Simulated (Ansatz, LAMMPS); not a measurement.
# Structural relaxation of glassy 69SiO2-19Al2O3-6SrO-6Li2O (mol %) (106 atoms), part 3 of 3

Aim: bring glassy 69SiO2-19Al2O3-6SrO-6Li2O (mol %) (106 atoms) to a nearby minimum of the energy and see what moves.

Ansatz 0.2.0; Kohn-Sham DFT, PBE, PAW (set soft_2), plane waves.

The cell: 22 Si, 12 Al, 2 Sr, 4 Li and 66 O. The quench rate of 50 K/ps is orders of magnitude faster than experiment. The starting topology of bonds comes from the classical model. The Brillouin zone is sampled at Γ only, in a cell whose shortest periodic width is 11 Å.

So far, density (g/cm³): step 5 (structure statistics after relaxation) 2.72.

## (6) Single point at the relaxed geometry

The electronic structure is read at the final geometry, in a run of its own.

Input file input.yaml:

```yaml
crystal:
  lattice:
    - [11.0396, 0.0, 0.0]
    - [0.0, 11.0396, 0.0]
    - [0.0, 0.0, 11.0396]
  atoms:
    - { symbol: Si, position: [0.75805, 0.44914, 0.01551] }
    - { symbol: Si, position: [0.03375, 0.95558, 0.62094] }
    - { symbol: Si, position: [0.13151, 0.06616, 0.27335] }
    - { symbol: Si, position: [0.69454, 0.28902, 0.5892] }
    - { symbol: Si, position: [0.99538, 0.66954, 0.29439] }
    - { symbol: Si, position: [0.47027, 0.21608, 0.06552] }
    - { symbol: Si, position: [0.55877, 0.91251, 0.44731] }
    - { symbol: Si, position: [0.31598, 0.29255, 0.75615] }
    - { symbol: Si, position: [0.24096, 0.3848, 0.11582] }
    - { symbol: Si, position: [0.36785, 0.05348, 0.8876] }
    - { symbol: Si, position: [0.06664, 0.23809, 0.63417] }
    - { symbol: Si, position: [0.59062, 0.5395, 0.21094] }
    - { symbol: Si, position: [0.16067, 0.59403, 0.52379] }
    - { symbol: Si, position: [0.43202, 0.22518, 0.53087] }
    - { symbol: Si, position: [0.95756, 0.8478, 0.86689] }
    - { symbol: Si, position: [0.23499, 0.53207, 0.8956] }
    - { symbol: Si, position: [0.78796, 0.62291, 0.82245] }
    - { symbol: Si, position: [0.98972, 0.41057, 0.1736] }
    - { symbol: Si, position: [0.54023, 0.92422, 0.72322] }
    - { symbol: Si, position: [0.63718, 0.57366, 0.62064] }
    - { symbol: Si, position: [0.55767, 0.79826, 0.09924] }
    - { symbol: Si, position: [0.65889, 0.24109, 0.86795] }
    - { symbol: Al, position: [0.32654, 0.53586, 0.32533] }
    - { symbol: Al, position: [0.719, 0.66671, 0.39386] }
    - { symbol: Al, position: [0.40311, 0.72979, 0.57919] }
    - { symbol: Al, position: [0.72229, 0.96731, 0.93486] }
    - { symbol: Al, position: [0.91573, 0.22085, 0.39349] }
    - { symbol: Al, position: [0.31873, 0.81964, 0.24774] }
    - { symbol: Al, position: [0.2067, 0.31781, 0.39323] }
    - { symbol: Al, position: [0.62878, 0.17011, 0.32978] }
    - { symbol: Al, position: [0.01204, 0.46991, 0.75283] }
    - { symbol: Al, position: [0.09867, 0.85986, 0.10434] }
    - { symbol: Al, position: [0.29208, 0.97168, 0.4758] }
    - { symbol: Al, position: [0.32559, 0.78993, 0.95799] }
    - { symbol: Sr, position: [0.9561, 0.19095, 0.93998] }
    - { symbol: Sr, position: [0.85187, 0.92943, 0.3361] }
    - { symbol: Li, position: [0.91302, 0.60224, 0.57461] }
    - { symbol: Li, position: [0.52224, 0.01411, 0.17928] }
    - { symbol: Li, position: [0.77503, 0.86449, 0.6512] }
    - { symbol: Li, position: [0.21382, 0.80001, 0.73566] }
    - { symbol: O, position: [0.85547, 0.69912, 0.32445] }
    - { symbol: O, position: [0.67305, 0.22116, 0.72134] }
    - { symbol: O, position: [0.74898, 0.64219, 0.54915] }
    - { symbol: O, position: [0.99428, 0.31108, 0.74182] }
    - { symbol: O, position: [0.24009, 0.95732, 0.3198] }
    - { symbol: O, position: [0.66629, 0.53127, 0.33558] }
    - { symbol: O, position: [0.85285, 0.75656, 0.81197] }
    - { symbol: O, position: [0.88007, 0.38984, 0.07447] }
    - { symbol: O, position: [0.78338, 0.15239, 0.32099] }
    - { symbol: O, position: [0.78238, 0.58565, 0.9654] }
    - { symbol: O, position: [0.65129, 0.81189, 0.39604] }
    - { symbol: O, position: [0.20175, 0.1912, 0.29072] }
    - { symbol: O, position: [0.01156, 0.55512, 0.20006] }
    - { symbol: O, position: [0.34452, 0.28633, 0.08947] }
    - { symbol: O, position: [0.41655, 0.85729, 0.46526] }
    - { symbol: O, position: [0.58501, 0.23187, 0.48901] }
    - { symbol: O, position: [0.36377, 0.30268, 0.43113] }
    - { symbol: O, position: [0.56455, 0.02594, 0.3555] }
    - { symbol: O, position: [0.9612, 0.33857, 0.29409] }
    - { symbol: O, position: [0.09862, 0.34205, 0.08949] }
    - { symbol: O, position: [0.91262, 0.91016, 0.55473] }
    - { symbol: O, position: [0.86902, 0.53246, 0.74269] }
    - { symbol: O, position: [0.03632, 0.79584, 0.97577] }
    - { symbol: O, position: [0.04806, 0.87875, 0.7524] }
    - { symbol: O, position: [0.00901, 0.07681, 0.35744] }
    - { symbol: O, position: [0.30961, 0.42738, 0.81527] }
    - { symbol: O, position: [0.22891, 0.42297, 0.25802] }
    - { symbol: O, position: [0.07071, 0.53613, 0.62309] }
    - { symbol: O, position: [0.88434, 0.9676, 0.91493] }
    - { symbol: O, position: [0.38092, 0.08813, 0.53085] }
    - { symbol: O, position: [0.05836, 0.64711, 0.4275] }
    - { symbol: O, position: [0.29928, 0.68851, 0.329] }
    - { symbol: O, position: [0.65204, 0.61984, 0.76248] }
    - { symbol: O, position: [0.20855, 0.26845, 0.65918] }
    - { symbol: O, position: [0.5306, 0.26961, 0.93851] }
    - { symbol: O, position: [0.46776, 0.85721, 0.20333] }
    - { symbol: O, position: [0.16833, 0.93581, 0.56405] }
    - { symbol: O, position: [0.74309, 0.35968, 0.89821] }
    [... 22 atom lines left out ...]
    - { symbol: O, position: [0.27056, 0.50627, 0.03782] }
    - { symbol: O, position: [0.26938, 0.6722, 0.86484] }
    - { symbol: O, position: [0.66228, 0.90303, 0.07058] }
    - { symbol: O, position: [0.03814, 0.79774, 0.23682] }
    - { symbol: O, position: [0.45257, 0.50547, 0.23703] }
    - { symbol: O, position: [0.02485, 0.09939, 0.66382] }
kpoints:
  mp_grid: { grid: [1, 1, 1] }
hamiltonian:
  xc: pbe
scf:
  occupations: { method: fixed }
output:
  forces: true
  stress: true
  populations: intrinsic
  dos:
    method: { smearing: { sigma: 0.1 } }
    de: 0.1
    projected: { site_lists: { Al: [Al], Li: [Li], O: [O], Si: [Si], Sr: [Sr] } }
  eigenvalues: true
  write_density: true
  write_potential: true
  volumetric_format: npy
```

Run with:

```console
ansatz run input.yaml --threads 4 --pin off --max-ram 8192MiB --backend cpu --events-out ev --progress --plain --runs-dir out
```

Numbers of over 12 decimals in the logs are rounded to 6 here.

What it wrote:

```text
[...]
Crystal: 106 atoms, lattice volume = 1345.427 Å³
Basis set: ecut = 420 eV, 26193 PW (Γ), exchange–correlation on 150×150×150 points (8 copies of the dense FFT grid, shifted against one another)
Bands: 382, of which v1, the nominal top of the filled ones, is band 276 counted from 1 (275 counted from 0)
Symmetry: 1 space group operations
[...]
k-points: 1
[...]
SCF iter   1: F=—  HF=-65923.709305 eV  |F-HF|=—  |Δ(HF+E_count)|=         —  Δρ=1.92e-3  dr2=5.69e-2  ethr=1.77e-3  ⟨swp⟩=5.0  Hψ=1487  notcnv=0  defer=103
[...]
SCF iter   9: F=-65923.723357 eV  HF=-65923.723356 eV  |F-HF|=1.22e-8  |Δ(HF+E_count)|=   1.68e-8  Δρ=1.24e-6  dr2=2.02e-8  ethr=1.81e-11  ⟨swp⟩=23.0  Hψ=3975  notcnv=0
SCF 1 converged in 9 iterations: F = -65923.723357 eV  dr2 = 2.02e-8
[...]
SCF converged after 9 iterations
Free energy (F): -65923.723357 eV
[...]
Internal energy: -65923.723357 eV  (E = F + TS)
E sigma→0 (E₀):  -65923.723357 eV
Fermi energy:    3.454572 eV
[...]
--- Forces (eV/Å), atoms counted from 1 ---
  atom   1  Si     0.01507375    -0.00169922    -0.01492528
  atom   2  Si     0.00449000    -0.00439925     0.01454065
  atom   3  Si    -0.01158743     0.00440513     0.00156937
  atom   4  Si     0.00161700    -0.00626265     0.00154850
  atom   5  Si     0.01695269    -0.00664610    -0.00809444
  atom   6  Si     0.00835969     0.00116124     0.00265847
  atom   7  Si    -0.01380429     0.01328257    -0.01247561
  atom   8  Si     0.00266618    -0.00181904    -0.00153941
  atom   9  Si     0.00487363    -0.00543444    -0.00540503
  atom  10  Si     0.00193078    -0.00315587    -0.00179575
  atom  11  Si     0.00240183     0.00208050    -0.00968445
  atom  12  Si     0.00584210     0.00052105    -0.01327878
  atom  13  Si    -0.00253161    -0.00160734     0.00266318
  atom  14  Si     0.00134658    -0.00114369     0.00113576
[...]
atom 105  O     -0.00536512     0.00283938     0.00511774
  atom 106  O     -0.00357565     0.00113248     0.00264730
  max |Σ_I F_I| component: 6.54e-5 eV/Å
--- Stress (GPa, compression-positive) ---
        1.430965      -0.359694       1.240459
       -0.359698       0.956854      -0.450957
        1.240463      -0.450959       0.469295
  P = ⅓ Tr σ = 0.9524 GPa (9.524 kbar)
--- Band table (eV) ---
[...]
--- intrinsic populations: 106 sites ---
  site symbol       q [e]
     0     Si      2.2517
     1     Si      2.3414
     2     Si      2.3417
[...]
105      O      6.8969
  spilling = -0.000000 (of n_electrons = 552.000000)
```

Elapsed: 21 s, on 4 threads of Arm Neoverse V2, shared host; peak memory 1.7 GiB.

The run gave:

- free energy: -65923.7234 eV
- free energy per atom: -621.9219 eV/atom
- SCF cycles: 9
- pressure: 0.9524 GPa
- r.m.s. force component: 0.00715 eV/Å
- longest force: 0.03204 eV/Å
- Fermi energy: 3.455 eV
- gap (highest filled to lowest empty level): 4.346 eV

Intrinsic-atomic-orbital charges by element:

| element | coordination | atoms | mean charge (e) | spread | least | most |
| --- | --- | --- | --- | --- | --- | --- |
| Al | all | 12 | 1.33 | 0.0244 | 1.28 | 1.37 |
| Li | all | 4 | 0.827 | 0.0162 | 0.802 | 0.847 |
| O | all | 66 | -0.919 | 0.05 | -1.11 | -0.829 |
| Si | all | 22 | 1.71 | 0.0243 | 1.66 | 1.75 |
| Sr | all | 2 | 1.85 | 0.0085 | 1.84 | 1.86 |

Density of states as counts of states in windows of 1 eV (from the Fermi level), total and the larger projections:

| from (eV) | to (eV) | total | O p | Si p |
| --- | --- | --- | --- | --- |
| -10 | -9 | 0.3 | 0.2 | 0.0 |
| -9 | -8 | 13.3 | 8.8 | 0.6 |
| -8 | -7 | 14.8 | 10.2 | 1.0 |
| -7 | -6 | 21.3 | 15.5 | 2.3 |
| -6 | -5 | 35.7 | 27.3 | 4.7 |
| -5 | -4 | 47.3 | 37.3 | 4.9 |
| -4 | -3 | 50.1 | 42.4 | 2.8 |
| -3 | -2 | 69.7 | 63.1 | 2.0 |
| -2 | -1 | 86.4 | 81.4 | 1.4 |
| -1 | 0 | 55.1 | 53.0 | 0.5 |
| 0 | 1 | 2.1 | 2.0 | 0.0 |
| 1 | 4 | 0.0 | 0.0 | 0.0 |
| 4 | 5 | 2.0 | 0.0 | 0.0 |

With fixed occupations the program's Fermi level is the highest filled level; weight inside the gap is the broadening of levels at its edges.

Between -26 and -10 eV lie 144 more states.

The levels nearest the highest filled one (over half full), pooled over k-points and spins:

| level less the highest filled one (eV) | occupation |
| --- | --- |
| -0.301 | 2 |
| -0.221 | 2 |
| -0.178 | 2 |
| -0.133 | 2 |
| -0.0616 | 2 |
| 0 | 2 |
| 4.35 | 0 |
| 5.73 | 0 |
| 5.89 | 0 |
| 5.95 | 0 |
| 6.15 | 0 |
| 6.25 | 0 |

Electrostatic potential energy in the ab plane at fractional z = 0.575, with atoms of Si and Al and Li and O within 0.2 Å of it. With pseudopotentials it is smooth inside the atoms' cores, unlike the true potential.

Values in eV, 13 rows by 16 columns, each cell a mean:
```
-32 -18 -30 -18   3   3   8   8   2 -32 -17   8   8   7 -15 -14
 -3   1  -6   0   7   6   7   7   6  -3   3   6   4   5 -19  -8
  9   9  10  10   7  -1  -7  -3   6   8   9   7   6   8  10  10
  9   8   7 -13 -23  -9  -3  -9   4   8   8   6   5   9   7   8
  7   2 -14 -18 -13   2  -4 -14 -26  -4  -7 -20 -25   3 -12  -4
  1 -13 -24 -11   6   9   9  -1 -16 -17 -32  -8   2   4 -15  -5
  5  -2   4   6  10  10  11  11   9   2 -12   3   9   9   7   8
 10  10  10  10  10  10  10  10  10   4 -26  -5   8  10  10   9
  6   4   8   9  10   9   6   6   8   5 -18 -26  -3   6  10   9
-10 -17   2   8   9   4 -18 -21   1   2 -25 -34 -13 -15   8   6
 -3  -7   4   9   9   4 -16 -19   2   7   3   1   7   9  10   7
  6   7   8   9   9  -1 -14   5   8  10  10   9  10  10  10   9
 -6   0   7   7   6   4   2   9   9   5   8  10  10  10  10   5
```
Columns run along a (11.0 Å; values clipped at the 3rd and 97th percentile), rows up along b (11.0 Å). Atoms in or near the plane, at fractional coordinates: Si at (0.69, 0.29), Al at (0.40, 0.73), Li at (0.91, 0.60), O at (0.17, 0.94), O at (0.51, 0.62), O at (0.25, 0.69), O at (0.60, 0.95).

Valence density in the ab plane at fractional z = 0.575, with atoms of Si and Al and Li and O within 0.2 Å of it. It is the smooth field of the valence electrons, not physical close to the nuclei.

Ten steps, logarithmic in the rise over the least value, from '_' (0.0 e/Å³) to '@' (6.6 e/Å³), each cell a mean:
```
----==**%%@@%%++--::..........::==##@@@@##==..____..--++****++
==--==**@@@@%%**--............::==##@@@@##==..__..::++%%@@%%**
==----++##%%**==::......::::::::--++****++::..__..::++%%@@%%**
::....::------::......::::::::::::::::::::..____....--++++++--
________......::::::::::::::::........______________..::::::..
________..::==++++==--::....::::..__________......____________
________::==##@@@@##==::....::----::......::======::..________
__......::++##@@@@##++::::--++****++--::--++##%%##==::....____
..::------==**####++--::::==##@@@@##++--==**%%@@%%++--++%%**..
--==++++==--====--::....::==##@@@@##++--==++####**==--##@@%%--
==**####++----::::..____..::==****++==----======--::..==**==::
==**##**++--::::....________..::::----======--::..________..::
::======::..........____________..::==**##**==::____________..
..........__....__________________::++##@@%%++--..____________
__......__________________________::==**####++--......________
..::::::..........__....::::::......::==++====--------::..__..
--======--------::....::--==--::::::------::::==******==::....
--++++==----==--::..::--======------====--::--++**%%##++--..::
--======------::::..::--------------====------==++**++==::..::
------::::..........::--====--::::::::::::....::::--::::....::
------::..______..::==****++--::........__________________..::
------....______..--++##%%**--..__________________________..::
------::::........--++**##++--......::::..______________....::
--------==++==--::::--====--....::==++++==::________..::::----
```
Columns run along a (11.0 Å), rows up along b (11.0 Å). Atoms in or near the plane, at fractional coordinates: Si at (0.69, 0.29), Al at (0.40, 0.73), Li at (0.91, 0.60), O at (0.17, 0.94), O at (0.51, 0.62), O at (0.25, 0.69), O at (0.60, 0.95).

Mean intrinsic-atomic-orbital charges: Al +1.33, Li +0.83, O -0.92, Si +1.71, Sr +1.85 e.

A closer look about Sr36, one of the 2 Sr atoms: 10 atoms, nearest first, numbered in the order of the input, with positions taken from that point.

| atom | x | y | z | distance (Å) | intrinsic-atomic-orbital charge (e) |
| --- | --- | --- | --- | --- | --- |
| Sr36 | 0.00 | 0.00 | 0.00 | 0.00 | 1.86 |
| O65 | 1.73 | 1.63 | 0.24 | 2.39 | -1.00 |
| O61 | 0.67 | -0.21 | 2.41 | 2.51 | -1.11 |
| O41 | 0.04 | -2.54 | -0.13 | 2.55 | -0.99 |
| O49 | -0.76 | 2.46 | -0.17 | 2.58 | -1.04 |
| O51 | -2.21 | -1.30 | 0.66 | 2.65 | -0.96 |
| O104 | 2.06 | -1.45 | -1.10 | 2.75 | -0.96 |
| Si5 | 1.58 | -2.87 | -0.46 | 3.31 | 1.72 |
| Al24 | -1.47 | -2.90 | 0.64 | 3.31 | 1.30 |
| O58 | -3.17 | 1.07 | 0.21 | 3.35 | -0.96 |

## (7) Results

| Quantity | Value |
| --- | --- |
| energy change in the relaxation | -82.33 meV/atom |
| r.m.s. displacement | 0.216 Å |
| largest displacement | 0.443 Å |
| free energy per atom | -621.9219 eV/atom |
| pressure | 0.9524 GPa |
| r.m.s. force component | 0.00715 eV/Å |
| gap (highest filled to lowest empty level) | 4.346 eV |
| wall time of the 3 DFT runs | 3.1 min |

**Reading.** Relaxation lowers the energy by 82.3 meV/atom and moves atoms by 0.22 Å r.m.s.; the r.m.s. force component goes from 1.3 to 0.0072 eV/Å, the pressure goes from 7.3 to 0.95 GPa, and the gap from 3.72 to 4.35 eV. From the first step to the last the energy fell by 8.727 eV, and the largest move was 0.44 Å (O105, with 3 other atoms within 2 % of it). Between filled and empty levels lie 4.35 eV (at Γ alone); a semilocal functional tends to put such gaps too low. In a disordered cell it changes from sample to sample, and tail or defect levels can set it.

Caveats: The starting topology of bonds comes from the classical model; in DFT atoms moved by 0.22 Å r.m.s.

[Logs are printed without paths, hosts, clocks, repeated set-up lines and the standing remarks that a program may print on its own settings, such as how far it seeks lower states.]

[Hosts, paths, dates, database ids (printed as entryN), source tags and the programs' standing remarks are cut or masked in the printed files.]
